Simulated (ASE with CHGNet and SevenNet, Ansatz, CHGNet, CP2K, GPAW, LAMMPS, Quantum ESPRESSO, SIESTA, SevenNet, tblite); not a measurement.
**Machine-learned potentials on liquid (Cs,Na,Li)Cl at 1200 K (74 atoms): settings against a plane-wave reference**

How do the settings of machine-learned potentials change the result for liquid (Cs,Na,Li)Cl at 1200 K (74 atoms)? A plane-wave run serves as the yardstick.

Calculated with ASE with CHGNet and SevenNet; the method is named at each step.

## 1. Starting point

The cell holds 74 atoms: 16 Cs, 5 Na, 16 Li and 37 Cl. Cell: a = 13.948 Å, b = 13.948 Å, c = 13.948 Å, α = 90.0°, β = 90.0°, γ = 90.0°. 74 atoms (16 Cs, 5 Na, 16 Li, 37 Cl) placed at random at 2.24 g/cm³, melted at 1800 K for 10 ps at fixed volume with the Lennard-Jones and Coulomb ion parameters for SPC/E (Joung and Cheatham, J. Phys. Chem. B 112, 9020 (2008)), full charges. Snapshot at the end of a hold of 20 ps at 1200 K and fixed volume.

The yardstick, on the same geometry:

| Item | Value |
| --- | --- |
| method | Kohn-Sham DFT, PBE, PAW, plane waves (Ansatz 0.2.0); cutoff 420 eV, Γ point, fermi-dirac smearing of 0.05 eV; PAW set soft_2 |
| r.m.s. force component | 0.4728 eV/Å |
| longest force | 1.917 eV/Å |
| pressure | 0.3406 GPa |
| gap (highest filled to lowest empty level) | 3.663 eV |
| SCF cycles | 7 |
| time | 14 s on 8 threads of Arm Neoverse V2, shared host |
| CPU time | 1.7 min |

## 2. CHGNet r2SCAN potential

Method: machine-learned interatomic potential CHGNet r2SCAN, trained on r2SCAN plane-wave data.

run.py reads:

```python
import numpy as np
from ase.io import read
import mlip  # loads the published weights by name

atoms = read("structure.xyz")
atoms.calc = mlip.calc("chgnet-r2scan")
energy = atoms.get_potential_energy()
forces = atoms.get_forces()
print(f"energy {energy:.6f} eV")
print("forces (eV/A)")
for i, (a, f) in enumerate(zip(atoms, forces)):
    print(f"{i:4d} {a.symbol:2s} {f[0]:10.5f} {f[1]:10.5f} {f[2]:10.5f}")
stress = -atoms.get_stress(voigt=False) * 160.21766
print("stress (GPa, compression positive)")
for row in stress:
    print(" ".join(f"{x:10.4f}" for x in row))
```

structure.xyz reads:

```xyz
74
Lattice="13.94850 0.00000 0.00000 0.00000 13.94850 0.00000 0.00000 0.00000 13.94850" Properties=species:S:1:pos:R:3 pbc="T T T"
Cs 8.52072 11.01374 5.28425
Cs 9.41761 13.00126 10.74076
Cs 3.56273 7.29953 4.58669
Cs 12.41277 1.70367 1.45873
Cs 6.49735 9.17616 7.49090
Cs 3.83612 11.94033 5.92616
Cs 12.59731 12.61753 4.68697
Cs 13.91279 10.01335 9.70802
Cs 7.70906 3.73164 11.94619
Cs 8.60818 5.50324 7.15753
Cs 1.92838 7.98496 0.23587
Cs 7.31529 5.29164 2.68216
Cs 4.36630 1.33403 11.59106
Cs 2.76431 3.61950 1.27657
Cs 0.34397 5.07167 6.48396
Cs 1.13387 0.35178 9.39808
Na 3.48141 6.89377 9.85768
Na 4.50913 10.95543 11.21166
Na 10.21295 1.52122 6.47141
Na 5.52974 10.49527 1.79629
Na 11.89305 7.03144 10.85500
Li 12.31625 5.86813 1.55149
Li 10.67018 7.36983 4.60189
Li 1.18897 4.93610 11.58548
Li 9.91153 8.59228 13.03543
Li 11.70377 2.55355 11.40290
Li 6.98862 0.28023 8.46548
Li 0.48680 9.45931 5.54076
Li 8.17298 1.32315 2.75581
Li 10.94943 9.08368 7.52940
Li 4.90625 3.76679 7.70655
Li 8.66537 12.03170 0.98337
Li 12.56565 9.28063 1.87956
Li 0.01492 11.97479 13.38861
Li 4.21370 0.00628 1.91122
Li 6.71927 8.05875 13.69017
Li 2.72442 1.96367 5.90858
Cl 9.25567 12.48209 7.65396
Cl 3.46299 2.12659 8.32391
Cl 13.27018 1.95893 6.46471
Cl 7.29297 0.99341 10.66028
Cl 10.53279 10.74286 1.65555
Cl 5.24310 8.40648 11.71702
Cl 3.18151 0.13837 4.13754
Cl 12.35056 8.39532 13.52809
Cl 0.78851 7.30162 10.64745
Cl 0.04980 3.13799 10.85640
Cl 10.07947 8.98283 9.92882
Cl 5.38175 6.18309 8.11049
Cl 10.31492 1.52192 13.12596
Cl 1.83018 11.22422 11.78648
Cl 3.61001 4.90220 12.36827
Cl 1.50002 7.82846 6.98694
Cl 0.37508 10.97175 1.78178
Cl 12.79998 13.06500 11.05991
Cl 6.03579 2.66667 2.10148
[... 14 atom lines left out ...]
Cl 2.52858 0.56840 0.16850
Cl 13.19277 7.46858 3.17300
Cl 11.32032 6.79459 7.03730
Cl 6.68370 13.22862 1.78332
```

Command:

```sh
OMP_NUM_THREADS=1 python run.py > output.txt
```

Output:

```text
CHGNet vr2scan initialized with 412,525 parameters
CHGNet will run on cpu
energy -826.721069 eV
forces (eV/A)
   0 Cs   -0.05347   -0.03063   -1.29007
   1 Cs    0.92614   -0.76991    0.55025
   2 Cs   -0.00106    0.13004   -0.22308
   3 Cs    0.00990   -0.34323    0.29797
   4 Cs   -0.09220    0.06803    0.59465
   5 Cs   -0.00468    0.14367    0.97316
   6 Cs    0.50823    0.55739   -0.19968
   7 Cs   -0.55413    0.36991   -0.43498
   8 Cs   -0.07637    0.40275    0.36268
   9 Cs   -0.26975   -0.69216    0.57607
  10 Cs   -0.11686    0.05974   -0.20053
  11 Cs    0.39401    0.19960    0.51414
  12 Cs   -0.46570    0.16740    0.13176
  13 Cs    1.05573   -0.15496    0.54555
  14 Cs   -0.81924   -0.39593    0.08857
  15 Cs   -0.20941    0.07092    0.03392
  16 Na   -0.05469   -0.03010    0.27537
  17 Na   -0.13816   -0.15850    0.13321
  18 Na    0.08308    0.00009   -0.14193
  19 Na    0.24516   -0.02010   -0.40488
  20 Na    0.02333   -0.14245    0.06355
  21 Li    0.19267   -0.23131    0.15682
  22 Li    0.30234   -0.00370    0.13218
  23 Li    0.08855    0.02102    0.13101
[...]
66 Cl    0.03177    0.44210   -0.29165
  67 Cl   -0.26885    0.26913    0.05686
  68 Cl    0.51035   -1.26765    0.13441
  69 Cl    0.71333   -0.10701   -0.23138
  70 Cl    0.22170   -0.33589    0.26068
  71 Cl   -0.10058    0.02969    0.02622
  72 Cl    0.34168    0.49861   -0.23566
  73 Cl    0.05137   -0.30699    0.09181
stress (GPa, compression positive)
   -0.5994     0.1668    -0.1098
    0.1668     0.0060     0.0500
   -0.1098     0.0500    -0.6419
```

Run time: 3 s. Hardware: 1 thread of Arm Neoverse V2, shared host; peak memory 0.51 GiB.

Banners, paths, timers and routine set-up lines are dropped from the logs unmarked, and long logs keep their key lines alone; longer cuts are marked.

Against the reference:

* r.m.s. force component: 0.3616 eV/Å
* r.m.s. difference of force components: 130.7 meV/Å
* longest difference of force vectors: 479.1 meV/Å
* force difference over r.m.s. force: 27.64 %
* slope of forces against the reference's: 0.7543
* correlation of force components: 0.9862
* pressure: -0.4118 GPa
* pressure difference: -0.7524 GPa

Length of the force difference by element (eV/Å):

| element | atoms | mean | most |
| --- | --- | --- | --- |
| Cl | 37 | 0.19 | 0.48 |
| Cs | 16 | 0.27 | 0.46 |
| Li | 16 | 0.19 | 0.31 |
| Na | 5 | 0.14 | 0.19 |

The surroundings of Cs11, picked at random, nearest first, numbered as they follow in the input and with coordinates relative to it.

| atom | x | y | z | distance (Å) | Fx | Fy | Fz (eV/Å) |
| --- | --- | --- | --- | --- | --- | --- | --- |
| Cs11 | 0.00 | 0.00 | 0.00 | 0.00 | -0.12 | 0.06 | -0.20 |
| Cl67 | 3.06 | -0.71 | 1.36 | 3.43 | 0.03 | 0.44 | -0.29 |
| Cl45 | -3.53 | 0.41 | -0.66 | 3.61 | -0.37 | -0.20 | -0.14 |
| Cl54 | -1.55 | 2.99 | 1.55 | 3.70 | -0.09 | -0.02 | -0.14 |
| Cl46 | -1.14 | -0.68 | -3.54 | 3.78 | 0.26 | -0.98 | 0.35 |
| Li33 | -3.31 | 1.30 | 1.64 | 3.92 | -0.02 | 0.22 | -0.19 |
| Cl52 | 1.68 | -3.08 | -1.82 | 3.95 | -0.26 | 0.04 | -0.50 |
| Cl72 | -2.68 | -0.52 | 2.94 | 4.01 | -0.10 | 0.03 | 0.03 |
| Cl51 | -0.10 | 3.24 | -2.40 | 4.03 | 0.52 | 0.20 | 0.53 |
| Li24 | -0.74 | -3.05 | -2.60 | 4.07 | 0.09 | 0.02 | 0.13 |
| Cl43 | 3.31 | 0.42 | -2.47 | 4.15 | -0.17 | 0.15 | -0.19 |

Atoms are counted from 1 here, from 0 in the log.

Forces lie 28 % from the reference's, at 0.028 times its CPU time (on 1 against 8 cores).

## 3. CHGNet 0.3.0 potential

Method: machine-learned interatomic potential CHGNet 0.3.0, trained on PBE(+U) plane-wave data.

run.py: that of step 2 with these lines changed.

```diff
@@ -5,3 +5,3 @@
 atoms = read("structure.xyz")
-atoms.calc = mlip.calc("chgnet-r2scan")
+atoms.calc = mlip.calc("chgnet-0.3.0")
 energy = atoms.get_potential_energy()
```

structure.xyz is that of step 2.

Output:

```text
CHGNet v0.3.0 initialized with 412,525 parameters
CHGNet will run on cpu
energy -265.749573 eV
forces (eV/A)
   0 Cs   -0.03769   -0.05712   -1.68979
   1 Cs    1.22997   -1.00260    0.66443
   2 Cs    0.07836    0.29559   -0.37266
   3 Cs    0.00195   -0.37553    0.36855
   4 Cs   -0.20377   -0.00449    0.81848
   5 Cs   -0.02488    0.13268    1.27503
   6 Cs    0.66628    0.75449   -0.18153
   7 Cs   -0.63737    0.50239   -0.54183
   8 Cs   -0.05966    0.47938    0.42261
   9 Cs   -0.38262   -0.89436    0.69253
  10 Cs   -0.06082    0.08530   -0.23273
  11 Cs    0.47599    0.32135    0.61708
  12 Cs   -0.47808    0.17566    0.14763
  13 Cs    1.44740   -0.21495    0.73077
  14 Cs   -1.08292   -0.55385    0.10247
  15 Cs   -0.35589    0.07301   -0.03318
  16 Na   -0.01866   -0.02854    0.32596
  17 Na   -0.16662   -0.18996    0.16427
  18 Na    0.07584    0.00114   -0.10248
  19 Na    0.23309   -0.06571   -0.49919
  20 Na   -0.02367   -0.22832    0.05634
  21 Li    0.24283   -0.32461    0.13737
  22 Li    0.33609   -0.03139    0.18772
  23 Li    0.14690    0.05834    0.20610
[...]
66 Cl   -0.00229    0.52458   -0.31939
  67 Cl   -0.32097    0.36560    0.07100
  68 Cl    0.59616   -1.73436    0.19958
  69 Cl    0.83525   -0.17327   -0.26343
  70 Cl    0.22991   -0.39910    0.34532
  71 Cl   -0.09929   -0.00027    0.11417
  72 Cl    0.47003    0.52153   -0.34066
  73 Cl    0.10655   -0.29955    0.12657
stress (GPa, compression positive)
   -0.0592     0.2147    -0.1215
    0.2147     0.6384     0.0217
   -0.1215     0.0217    -0.1826
```

The job ended after 3 s (1 thread; peak memory 0.52 GiB).

Against the reference:

```yaml
r_m_s_force_component: 0.4603 eV/Å
r_m_s_difference_of_force_components: 70.16 meV/Å
longest_difference_of_force_vectors: 274.2 meV/Å
force_difference_over_r_m_s_force: 14.84 %
slope_of_forces_against_the_reference_s: 0.9628
correlation_of_force_components: 0.989
pressure: 0.1322 GPa
pressure_difference: -0.2084 GPa
```

Against the first run (28 %), the force difference from the reference is 15 %, at 0.99 times the CPU time.

## 4. SevenNet l3i5 potential

Method: machine-learned interatomic potential SevenNet l3i5, trained on PBE(+U) plane-wave data.

run.py: that of step 3 with these lines changed.

```diff
@@ -5,3 +5,3 @@
 atoms = read("structure.xyz")
-atoms.calc = mlip.calc("chgnet-0.3.0")
+atoms.calc = mlip.calc("7net-l3i5")
 energy = atoms.get_potential_energy()
```

structure.xyz is that of step 3.

Output:

```text
energy -240.935730 eV
forces (eV/A)
   0 Cs   -0.02356    0.08199   -1.77070
   1 Cs    1.14116   -1.12828    0.64881
   2 Cs   -0.02349    0.15721   -0.38276
   3 Cs    0.01705   -0.15677    0.47926
   4 Cs   -0.18567    0.01988    0.83839
   5 Cs    0.11213    0.05477    1.39586
   6 Cs    0.68792    0.70605   -0.28860
   7 Cs   -0.57737    0.54218   -0.38007
   8 Cs   -0.06403    0.49214    0.42102
   9 Cs   -0.31556   -0.72856    0.81731
  10 Cs   -0.12091    0.15152   -0.26780
  11 Cs    0.45107    0.43559    0.51417
  12 Cs   -0.66299    0.20731   -0.02185
  13 Cs    1.45892   -0.16232    0.77454
  14 Cs   -1.09237   -0.41425    0.11609
  15 Cs   -0.23695   -0.01054    0.01357
  16 Na    0.02253    0.07159    0.38221
  17 Na   -0.17779   -0.28776    0.10502
  18 Na    0.09779   -0.06118   -0.22205
  19 Na    0.43796   -0.11610   -0.34401
  20 Na   -0.00260   -0.26979   -0.00070
  21 Li    0.31433   -0.34881    0.20497
  22 Li    0.44307   -0.06229    0.21928
  23 Li    0.18200    0.06237    0.17685
[...]
66 Cl    0.13824    0.51637   -0.34493
  67 Cl   -0.50510    0.23310    0.01225
  68 Cl    0.59019   -1.83472    0.13718
  69 Cl    0.76796   -0.01789   -0.31229
  70 Cl    0.22010   -0.33255    0.45993
  71 Cl    0.01108    0.08172    0.10590
  72 Cl    0.43101    0.53717   -0.26388
  73 Cl    0.10693   -0.38430    0.12773
stress (GPa, compression positive)
    0.0612     0.2464    -0.1754
    0.2464     0.9188     0.1165
   -0.1754     0.1165    -0.0737
```

Elapsed: 7.1 s, on 1 thread; peak memory 0.83 GiB.

Numbers from this run, and their distance from the reference:

```yaml
r_m_s_force_component: 0.4741 eV/Å
r_m_s_difference_of_force_components: 60.79 meV/Å
longest_difference_of_force_vectors: 219.3 meV/Å
force_difference_over_r_m_s_force: 12.86 %
slope_of_forces_against_the_reference_s: 0.9944
correlation_of_force_components: 0.9918
pressure: 0.3021 GPa
pressure_difference: -0.0385 GPa
```

Against the first run (28 %), the force difference from the reference is 13 %, at 2.4 times the CPU time.

## 5. Side by side

Differences are against the plane-wave reference, forces as r.m.s. over components; share is that over the reference's r.m.s. force, slope the least-squares factor from reference forces to these. Total energies of different programs have different zeros and aren't compared.

| run | Δ force, r.m.s. (meV/Å) | share (%) | slope | Δ pressure (GPa) | cores | CPU time | memory (GiB) |
| --- | --- | --- | --- | --- | --- | --- | --- |
| reference | - | - | - | - | 8 | 1.7 min | 2.9 |
| CHGNet r2SCAN potential | 131 | 27.6 | 0.754 | -0.752 | 1 | 2.9 s | 0.51 |
| CHGNet 0.3.0 potential | 70.2 | 14.8 | 0.963 | -0.208 | 1 | 2.9 s | 0.52 |
| SevenNet l3i5 potential | 60.8 | 12.9 | 0.994 | -0.0385 | 1 | 7.1 s | 0.83 |

Times of the machine-learned potentials are mostly Python's start and the loading of weights.

CPU time is summed over cores on a shared host, where runs went side by side, so it is rough. Symmetry, cutoffs, thresholds, outputs and thread counts weren't matched or tuned between programs; memory under MPI is the largest rank's times the ranks.

## 6. Outcome

- nearest in forces: SevenNet l3i5 potential, 13 %
- its CPU time: 7.1 s

In words: Machine-learned potentials differ by 13 % (SevenNet l3i5 potential) to 28 % (CHGNet r2SCAN potential); they were trained on other programs' data, some at another functional. The frame stands for 1200 K, but pressures are static and levels are smeared at 580 K. Machine-learned potentials mimic data converged in k, so the reference's own k-point error enters their differences. The network of bonds at the start is that of the classical potential that made the cell, and needn't be the one that DFT or experiment would give. The ion parameters were fitted for water, not for melts, so the starting structure of this cell may lie well off the real melt's. The electronic-structure runs sample only Γ, in a cell whose shortest periodic width is 14 Å. Spin–orbit coupling is left out, which matters for the levels of the heavy elements.

[Also dropped from logs without a mark: logging warnings of Python, and SIESTA's first energy breakdown and zero terms.]

[Logs are printed without paths, hosts, clocks, repeated set-up lines and the standing remarks that a program may print on its own settings, such as how far it seeks lower states.]

[Hosts, paths, dates, database ids (printed as entryN), source tags and the programs' standing remarks are cut or masked in the printed files.]
